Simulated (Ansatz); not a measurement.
# Moving the knobs of a GW run on CO2 (Pa-3)

A base run on CO2 (Pa-3), then changed inputs.

Main program and level: Ansatz 0.2.0; G0W0 on PBE, plane waves, PAW; PAW set soft_1.

### Step 1. Set-up

It takes space group Pa-3 (No. 205, cubic). The conventional cell has a = 5.497 Å, b = 5.497 Å, c = 5.497 Å, α = 90.00°, β = 90.00°, γ = 90.00°. Nearest to C lie 2 O at 1.17 Å. Nearest to O lie 1 C at 1.17 Å. Farther neighbours and most contacts between anions are not listed.

The cell and positions are those that the Materials Project relaxed with its own functionals (PBE, PBE+U or r2SCAN), kept fixed.

### Step 2. The base run: 2×2×2 mesh, 377 empty bands, screening to 100 eV, PAW set soft_1 files

Now the one-shot GW correction: screening in the RPA, then the self-energy of the levels asked for. This step takes PAW set soft_1 files.

input.yaml

```yaml
crystal:
  lattice:
    - [5.49707328, 0.0, 0.0]
    - [0.0, 5.49707328, 0.0]
    - [0.0, 0.0, 5.49707328]
  atoms:
    - { symbol: C, position: [0.0, 0.0, 0.0] }
    - { symbol: C, position: [0.5, 0.0, 0.5] }
    - { symbol: C, position: [0.5, 0.5, 0.0] }
    - { symbol: C, position: [0.0, 0.5, 0.5] }
    - { symbol: O, position: [0.12253698, 0.12253698, 0.12253698] }
    - { symbol: O, position: [0.37746302, 0.87746302, 0.62253698] }
    - { symbol: O, position: [0.62253698, 0.37746302, 0.87746302] }
    - { symbol: O, position: [0.87746302, 0.62253698, 0.37746302] }
    - { symbol: O, position: [0.87746302, 0.87746302, 0.87746302] }
    - { symbol: O, position: [0.62253698, 0.12253698, 0.37746302] }
    - { symbol: O, position: [0.37746302, 0.62253698, 0.12253698] }
    - { symbol: O, position: [0.12253698, 0.37746302, 0.62253698] }
kpoints:
  mp_grid: { grid: [2, 2, 2] }
hamiltonian:
  xc: pbe
  pseudopotentials: { kind: paw, azcp: { folder: soft_1 } }
scf:
  occupations: { method: fixed }
gw:
  n_empty_bands: 377
  ecut_chi: 100
  qp_bands: [v4, c4]
  qp_kpoints: band_edges
  screening: { model: contour_deformation }
```

On the command line:

```bash
> ansatz run input.yaml --threads 4 --pin off --max-ram 138240MiB --backend cuda --events-out ev --progress --plain --runs-dir out --devices 1 --max-vram 26GiB
```

Numbers of over 12 decimals in the logs are rounded to 6 here.

Log:

```text
GPUs: using 1 of 1 available (devices: 1).
Engine: ansatz 0.2.0, x86_64-unknown-linux-gnu
Pseudopotentials: kind: paw
Pseudopotential: C, paw, valence charge 4, recommended cutoff 420 eV (normal), soft_1/C.paw.azcp
Pseudopotential: O, paw, valence charge 6, recommended cutoff 420 eV (normal), soft_1/O.paw.azcp
Functional definition: PBE
  parameter kappa = 0.804
  parameter beta = 0.066725
  exchange = pbe_x(kappa = kappa, mu = beta*pi^2/3)
  correlation = pbe_c(beta = beta)
device memory: the entry about to start is reckoned to put 3.1 GiB on a device that reports 60.3 GiB free (of which the cap on the GPU budget leaves the run 26.0 GiB)
GPU FFT provider: cuFFT
GPU libraries: cuBLAS 13.8.2, cuFFT 12.4.0, cuSOLVER 12.3.4
Crystal: 12 atoms, lattice volume = 166.110 Å³
Basis set: ecut = 420 eV, 3239 PW (Γ)
Bands: 44, of which v1, the nominal top of the filled ones, is band 32 counted from 1 (31 counted from 0)
Symmetry: 24 space group operations
Space group: Pa-3 (ITA 205), of the structure as read, at distance tolerance 5.5e-5 Å
k-points: 4 of 8
Non-local potential: C, projectors of the file, l = 0: 2, l = 1: 2, l = 2: 1
Non-local potential: O, projectors of the file, l = 0: 2, l = 1: 2, l = 2: 1
PAW form: soft (Blöchl's): semilocal exchange-correlation on the pseudo side does not see the compensation charge
PAW one-centre angular grid: C, 110 points (default); XC on 64 Gauss nodes
PAW one-centre angular grid: O, 110 points (default); XC on 64 Gauss nodes
Initial density: superposition of atomic densities (chi_scale 0.1, normalization cell, long waves kept (reshape's long-wave potential 0.02 eV rms))
Initial wavefunctions: pseudopotential atomic-orbital guess
GPU buffer pool allocated for 64000 grid points (all kernels)
GPU transforms: local potential and band sums: pruned to the plane-wave sphere, on 40×40×40
Functional: x = pbe(κ = 0.804, μ = 0.219515), c = pbe(β = 0.066725)
SCF iter   1: F=—  HF=-5543.038948 eV  |F-HF|=—  |Δ(HF+E_count)|=         —  Δρ=1.00e-1  dr2=1.20e1  ethr=3.10e-3  ⟨swp⟩=4.2  Hψ=617  notcnv=0  defer=21
preconditioner: auto → Resta (q_TF=auto, 2.327 Å⁻¹)  ε∞=2.9  [insulator: Δε(μ)=7.892 eV  Ē_g=16.635 eV  n_scr=32 (ndim 8)  ℏωp=23.0 eV  f_vac=0.064  ε∞_Penn≈2.9]
SCF iter   2: F=—  HF=-5539.931956 eV  |F-HF|=—  |Δ(HF+E_count)|=    3.11e0  Δρ=4.22e-2  dr2=1.60e0  ethr=3.10e-3  ⟨swp⟩=3.0  Hψ=378  notcnv=0  defer=27
SCF iter   3: F=—  HF=-5539.569099 eV  |F-HF|=—  |Δ(HF+E_count)|=   3.63e-1  Δρ=1.69e-2  dr2=3.48e-1  ethr=2.50e-3  ⟨swp⟩=2.2  Hψ=273  notcnv=0  defer=26
SCF iter   4: F=—  HF=-5539.514932 eV  |F-HF|=—  |Δ(HF+E_count)|=   5.42e-2  Δρ=4.24e-3  dr2=1.35e-2  ethr=5.43e-4  ⟨swp⟩=2.2  Hψ=302  notcnv=0  defer=34
[...]
NSCF: frozen V_eff on 4 k-points
G₀W₀ screening: q 1/4
[... further progress lines ...]
SCF converged after 8 iterations
Free energy (F): -5539.521743 eV
Harris-Foulkes:  -5539.521743 eV  (|F-HF|=4.72e-9)
Internal energy: -5539.521743 eV  (E = F + TS)
E sigma→0 (E₀):  -5539.521743 eV
Fermi energy:    -1.652434 eV
--- Per-component energies (eV) ---
  E_band       = -568.666331
  E_kinetic    = 1681.072949
  E_local      = -4595.341505  (includes V_loc(G=0)·N_el)
  E_nonlocal   = 519.619979
  E_hartree    = 1573.012233
  E_xc         = -744.552333
  E_vxc        = -939.597522  (∫ρ·V_xc dr)
  E_paw        = -1703.663353  (= ΣΔE_a)
  E_vpaw       = -380.462503  (= ΣTr[D̂ρ^β])
  E_aug_tail   = 0.006180  (compensation charges beyond the density's cutoff)
  E_ewald      = -2269.675893
  E_smearing   = -0.000000  (= −TS)
  E_closure    = -0.000000  (closes the sum)
  Σ components = -5539.521743   (vs F -5539.521743, Δ=0.00e0)
--- Band table (eV) ---
  k-point 0: bands = [... 28 lower, -1.8780, -1.8780, -1.6524, -1.6524, 5.2187, 6.3073, 6.3073, 6.3073, ... 8 higher]
  k-point 1: bands = [... 28 lower, -1.9944, -1.9944, -1.7345, -1.7345, 6.2460, 6.2460, 6.5003, 6.5003, ... 8 higher]
  k-point 2: bands = [... 28 lower, -1.9627, -1.9627, -1.9627, -1.9627, 6.2455, 6.2455, 6.2455, 6.2455, ... 8 higher]
  k-point 3: bands = [... 28 lower, -2.0138, -2.0138, -2.0138, -2.0138, 6.2345, 6.2345, 6.2345, 6.2345, ... 8 higher]
--- G₀W₀: contour deformation, 5 samples at zero and on the imaginary axis and 0 off it, 8 q-points, 377 empty bands' worth ---
  eigenvalues of the whole cell's RPA ε∞ on this k-mesh (on a slab, of 1 + 4πα/V) = 1.9492, 1.9492, 1.9492; static W/v taken at q = 0 is 0.513030
  bands read: the sum over 409 bands ends inside a degenerate multiplet in 3 slots, whose members it reads at an even weight; the widest, k=2: bands 409 to 412 (counted from 1) at 1/4 each
  gw.qp_kpoints: band_edges: 4 of 4 stored k-points solved, in 1 pass; an edge of the gap read off the rows below is read off those points alone
    ik  band        ε_KS         Σx   Σc(E_QP)       V_xc       Z   E_QP_lin       E_QP  E_QP is
     0    29     -1.8780   -25.8760     3.3898   -20.4142  0.8182    -3.9823    -3.9499  root
     0    30     -1.8780   -25.8760     3.3898   -20.4142  0.8182    -3.9823    -3.9499  root
     0    31     -1.6524   -26.2247     3.3681   -20.8407  0.8180    -3.6980    -3.6682  root
     0    32     -1.6524   -26.2247     3.3681   -20.8407  0.8180    -3.6980    -3.6682  root
     0    33      5.2187    -6.4686    -3.2584   -11.2590  0.8798     6.7626     6.7507  root
     0    34      6.3073   -11.0059    -3.2010   -17.3055  0.8422     9.4652     9.4059  root
     0    35      6.3073   -11.0059    -3.2010   -17.3055  0.8422     9.4652     9.4059  root
     0    36      6.3073   -11.0059    -3.2010   -17.3055  0.8422     9.4652     9.4059  root
[...]
3    33      6.2345   -10.8974    -3.1843   -17.1563  0.8429     9.3668     9.3091  root
     3    34      6.2345   -10.8974    -3.1843   -17.1563  0.8429     9.3668     9.3091  root
     3    35      6.2345   -10.8974    -3.1843   -17.1563  0.8429     9.3668     9.3091  root
     3    36      6.2345   -10.8974    -3.1843   -17.1563  0.8429     9.3668     9.3091  root
```

Elapsed: 8.1 s, on 1 × NVIDIA H100 80GB HBM3 (shared by 3 runs) with 4 threads of AMD EPYC 7R13 (Zen 3), shared host; peak memory 1.1 GiB; 8.7 s of CPU time.

Numbers from this step:

| Quantity | Value |
| --- | --- |
| bands summed | 409 |
| RPA ε∞ on this mesh (eigenvalues) | 1.949, 1.949, 1.949 |
| plane waves in the screening matrix | 389 |
| q-points in the mesh | 8 |
| G0W0 gap on the mesh | 10.42 eV |
| k of the valence top | 0, 0, 0 |
| k of the conduction bottom | 0, 0, 0 |
| starting gap on the mesh | 6.871 eV |
| Z at the valence top | 0.8180 |
| Z at the conduction bottom | 0.8798 |
| least direct G0W0 gap on the computed points | 10.42 eV |

The gap on the mesh goes from 6.87 eV to 10.42 eV, a correction of +3.55 eV. Between the two edge states, bare exchange in place of the xc potential would open the gap by 10.17 eV, and correlation takes back 6.63 eV.

### Step 3. Variant: potentials

Other atomic data (norm-conserving) test the pseudisation: the cutoff goes from 420 to 1240 eV, with the same valence electrons.

This step: G0W0 on PBE, plane waves, norm-conserving pseudopotentials.

input.yaml: that of step 2 with these lines changed.

```diff
@@ -22,3 +22,3 @@
   xc: pbe
-  pseudopotentials: { kind: paw, azcp: { folder: soft_1 } }
+  pseudopotentials: { kind: nc }
 scf:
```

Log:

```text
GPUs: using 1 of 1 available (devices: 1).
[...]
GPU FFT provider: cuFFT
GPU libraries: cuBLAS 13.8.2, cuFFT 12.4.0, cuSOLVER 12.3.4
Crystal: 12 atoms, lattice volume = 166.110 Å³
Basis set: ecut = 1240 eV, 16519 PW (Γ)
Bands: 44, of which v1, the nominal top of the filled ones, is band 32 counted from 1 (31 counted from 0)
[... 1 set-up line as in the run before ...]
[...]
k-points: 4 of 8
[...]
GPU buffer pool allocated for 262144 grid points (all kernels)
[...]
SCF iter   1: F=—  HF=-4370.416056 eV  |F-HF|=—  |Δ(HF+E_count)|=         —  Δρ=1.08e-1  dr2=1.25e1  ethr=3.10e-3  ⟨swp⟩=5.0  Hψ=798  notcnv=0  defer=28
[...]
SCF iter   8: F=-4366.133678 eV  HF=-4366.133678 eV  |F-HF|=1.81e-8  |Δ(HF+E_count)|=   4.39e-7  Δρ=2.45e-6  dr2=6.78e-9  ethr=1.56e-10  ⟨swp⟩=11.8  Hψ=774  notcnv=0
SCF 1 converged in 8 iterations: F = -4366.133678 eV  dr2 = 6.78e-9
[...]
0    29     -1.8843   -25.8852     3.3892   -20.4090  0.8181    -4.0042    -3.9712  root
     0    30     -1.8843   -25.8852     3.3892   -20.4090  0.8181    -4.0042    -3.9712  root
     0    31     -1.6596   -26.2324     3.3671   -20.8341  0.8180    -3.7210    -3.6907  root
     0    32     -1.6596   -26.2324     3.3671   -20.8341  0.8180    -3.7210    -3.6907  root
     0    33      5.2079    -6.5039    -3.2635   -11.3013  0.8796     6.7537     6.7418  root
     0    34      6.3231   -10.9807    -3.2060   -17.2647  0.8423     9.4595     9.4010  root
     0    35      6.3231   -10.9807    -3.2060   -17.2647  0.8423     9.4595     9.4010  root
     0    36      6.3231   -10.9807    -3.2060   -17.2647  0.8423     9.4595     9.4010  root
[...]
3    33      6.2492   -10.8721    -3.1892   -17.1155  0.8430     9.3602     9.3034  root
     3    34      6.2492   -10.8721    -3.1892   -17.1155  0.8430     9.3602     9.3034  root
     3    35      6.2492   -10.8721    -3.1892   -17.1155  0.8430     9.3602     9.3034  root
     3    36      6.2492   -10.8721    -3.1892   -17.1155  0.8430     9.3602     9.3034  root
[key lines of the parts left out:]
SCF converged after 8 iterations
Free energy (F): -4366.133678 eV
Fermi energy:    -1.659568 eV
```

Elapsed: 14 s, on 1 × NVIDIA H100 80GB HBM3 (shared by 3 runs) with 4 threads; peak memory 1.9 GiB; 22 s of CPU time.

The G0W0 gap on the mesh is 10.432 eV.

Against the base:

```
setting            base          variant
  files  PAW set soft_1  norm-conserving
```

```
                                    quantity  variant    base
                    starting gap on the mesh    6.868   6.871
                        G0W0 gap on the mesh   10.432  10.419
least direct G0W0 gap on the computed points   10.432  10.419
                        Z at the valence top    0.818   0.818
                  Z at the conduction bottom    0.880   0.880
```

### Step 4. Variant: potentials

This step: G0W0 on PBE, plane waves, PAW.

input.yaml: that of step 3 with these lines changed.

```diff
@@ -22,3 +22,3 @@
   xc: pbe
-  pseudopotentials: { kind: nc }
+  pseudopotentials: { kind: paw, source: ansatz }
 scf:
```

Log:

```text
GPUs: using 1 of 1 available (devices: 1).
[...]
GPU FFT provider: cuFFT
GPU libraries: cuBLAS 13.8.2, cuFFT 12.4.0, cuSOLVER 12.3.4
Crystal: 12 atoms, lattice volume = 166.110 Å³
Basis set: ecut = 930 eV, 10779 PW (Γ)
Bands: 44, of which v1, the nominal top of the filled ones, is band 32 counted from 1 (31 counted from 0)
[... 1 set-up line as in the run before ...]
[...]
k-points: 4 of 8
[...]
GPU buffer pool allocated for 262144 grid points (all kernels)
[...]
SCF iter   1: F=—  HF=-5543.698144 eV  |F-HF|=—  |Δ(HF+E_count)|=         —  Δρ=1.05e-1  dr2=1.24e1  ethr=3.10e-3  ⟨swp⟩=4.0  Hψ=748  notcnv=0  defer=32
[...]
SCF iter   8: F=-5539.529670 eV  HF=-5539.529670 eV  |F-HF|=2.31e-8  |Δ(HF+E_count)|=   6.69e-7  Δρ=2.03e-6  dr2=7.03e-9  ethr=1.56e-10  ⟨swp⟩=11.2  Hψ=782  notcnv=0
SCF 1 converged in 8 iterations: F = -5539.529670 eV  dr2 = 7.03e-9
[...]
0    29     -1.8704   -25.8701     3.3814   -20.4040  0.8183    -3.9878    -3.9550  root
     0    30     -1.8704   -25.8701     3.3814   -20.4040  0.8183    -3.9878    -3.9550  root
     0    31     -1.6448   -26.2186     3.3592   -20.8309  0.8181    -3.7034    -3.6733  root
     0    32     -1.6448   -26.2186     3.3592   -20.8309  0.8181    -3.7034    -3.6733  root
     0    33      5.2287    -6.4620    -3.2586   -11.2559  0.8800     6.7759     6.7640  root
     0    34      6.3424   -10.9767    -3.2056   -17.2586  0.8425     9.4769     9.4187  root
     0    35      6.3424   -10.9767    -3.2056   -17.2586  0.8425     9.4769     9.4187  root
     0    36      6.3424   -10.9767    -3.2056   -17.2586  0.8425     9.4769     9.4187  root
[...]
3    33      6.2690   -10.8681    -3.1892   -17.1102  0.8433     9.3785     9.3219  root
     3    34      6.2690   -10.8681    -3.1892   -17.1102  0.8433     9.3785     9.3219  root
     3    35      6.2690   -10.8681    -3.1892   -17.1102  0.8433     9.3785     9.3219  root
     3    36      6.2690   -10.8681    -3.1892   -17.1102  0.8433     9.3785     9.3219  root
[key lines of the parts left out:]
SCF converged after 8 iterations
Free energy (F): -5539.529670 eV
Fermi energy:    -1.644822 eV
```

Run time: 8.2 s. Hardware: 1 × NVIDIA H100 80GB HBM3 (shared by 3 runs) with 4 threads; peak memory 1.6 GiB; 12 s of CPU time.

The G0W0 gap on the mesh is 10.437 eV.

Against the base:

```
setting            base   variant
  files  PAW set soft_1  hard PAW
```

```
                                    quantity  variant    base
                    starting gap on the mesh    6.874   6.871
                        G0W0 gap on the mesh   10.437  10.419
least direct G0W0 gap on the computed points   10.437  10.419
                        Z at the valence top    0.818   0.818
                  Z at the conduction bottom    0.880   0.880
```

### Step 5. Variant: frequency model

A plasmon pole stands in for the full frequency dependence of the screening; this run shows what that costs in accuracy.

This step: G0W0 on PBE, plane waves, PAW; PAW set soft_1.

input.yaml: that of step 4 with these lines changed.

```diff
@@ -22,3 +22,3 @@
   xc: pbe
-  pseudopotentials: { kind: paw, source: ansatz }
+  pseudopotentials: { kind: paw, azcp: { folder: soft_1 } }
 scf:
@@ -30,2 +30,2 @@
   qp_kpoints: band_edges
-  screening: { model: contour_deformation }
+  screening: { model: godby_needs }
```

Log:

```text
GPUs: using 1 of 1 available (devices: 1).
[...]
GPU FFT provider: cuFFT
GPU libraries: cuBLAS 13.8.2, cuFFT 12.4.0, cuSOLVER 12.3.4
Crystal: 12 atoms, lattice volume = 166.110 Å³
Basis set: ecut = 420 eV, 3239 PW (Γ)
Bands: 44, of which v1, the nominal top of the filled ones, is band 32 counted from 1 (31 counted from 0)
[... 1 set-up line as in the run before ...]
[...]
k-points: 4 of 8
[...]
GPU buffer pool allocated for 64000 grid points (all kernels)
[...]
SCF iter   1: F=—  HF=-5543.038948 eV  |F-HF|=—  |Δ(HF+E_count)|=         —  Δρ=1.00e-1  dr2=1.20e1  ethr=3.10e-3  ⟨swp⟩=4.2  Hψ=617  notcnv=0  defer=21
[...]
SCF iter   8: F=-5539.521743 eV  HF=-5539.521743 eV  |F-HF|=4.72e-9  |Δ(HF+E_count)|=   1.37e-7  Δρ=5.57e-6  dr2=3.36e-8  ethr=1.56e-10  ⟨swp⟩=9.2  Hψ=870  notcnv=0
SCF 1 converged in 8 iterations: F = -5539.521743 eV  dr2 = 3.36e-8
[...]
G₀W₀ screening: q 1/4
[...]
0    29     -1.8780   -25.8760     3.4131   -20.4142  0.8254    -3.9408    -3.9266  root
     0    30     -1.8780   -25.8760     3.4131   -20.4142  0.8254    -3.9408    -3.9266  root
     0    31     -1.6524   -26.2247     3.3958   -20.8407  0.8246    -3.6526    -3.6406  root
     0    32     -1.6524   -26.2247     3.3958   -20.8407  0.8246    -3.6526    -3.6406  root
     0    33      5.2187    -6.4686    -3.2445   -11.2590  0.8828     6.7733     6.7646  root
     0    34      6.3073   -11.0059    -3.1197   -17.3055  0.8472     9.5229     9.4872  root
     0    35      6.3073   -11.0059    -3.1197   -17.3055  0.8472     9.5229     9.4872  root
     0    36      6.3073   -11.0059    -3.1197   -17.3055  0.8472     9.5229     9.4872  root
[...]
3    33      6.2345   -10.8974    -3.1048   -17.1563  0.8477     9.4233     9.3885  root
     3    34      6.2345   -10.8974    -3.1048   -17.1563  0.8477     9.4233     9.3885  root
     3    35      6.2345   -10.8974    -3.1048   -17.1563  0.8477     9.4233     9.3885  root
     3    36      6.2345   -10.8974    -3.1048   -17.1563  0.8477     9.4233     9.3885  root
[key lines of the parts left out:]
SCF converged after 8 iterations
Free energy (F): -5539.521743 eV
Fermi energy:    -1.652434 eV
```

Elapsed: 13 s, on 1 × NVIDIA H100 80GB HBM3 (shared by 3 runs) with 4 threads; peak memory 1.3 GiB; 15 s of CPU time.

The G0W0 gap on the mesh is 10.405 eV.

Against the base:

```
        setting                 base       variant
frequency model  contour deformation  plasmon pole
```

```
                                    quantity  variant    base
                    starting gap on the mesh    6.871   6.871
                        G0W0 gap on the mesh   10.405  10.419
least direct G0W0 gap on the computed points   10.405  10.419
                        Z at the valence top    0.825   0.818
                  Z at the conduction bottom    0.883   0.880
```

### Step 6. Outcome

| Item | Value |
| --- | --- |
| base | 10.42 eV, 8.1 s |
| potentials | 10.43 eV, 14 s |
| potentials | 10.44 eV, 8.2 s |
| frequency model | 10.41 eV, 13 s |

**Reading.** Potentials: the gap moves by +0.01 eV (the plane-wave cutoff goes from 420 to 1240 eV). Potentials: the gap moves by +0.02 eV (the plane-wave cutoff goes from 420 to 930 eV). Frequency model: the gap moves by −0.01 eV. All runs here use a coarse mesh and modest cutoffs; they test settings and are not final values. The 2×2×2 mesh is coarse for this cell (its supercell is 11 Å along the shortest edge). The RPA ε∞ on it, from the PBE start, is 1.95; such meshes misread the long-range screening, most where the gap is narrow.

[Paths, hosts, dates, memory and timing lines, banners, echoed tables and standing remarks are left out of the program output.]

[Logs are printed without paths, hosts, clocks, repeated set-up lines and the standing remarks that a program may print on its own settings, such as how far it seeks lower states.]

[Runs of the session that timed out or met a known fault of the program may be left out.]

[Cells called generated may have been cut or substituted from an entry of the Crystallography Open Database or the Materials Project.]

[Hosts, paths, dates, database ids (printed as entryN), source tags and the programs' standing remarks are cut or masked in the printed files.]
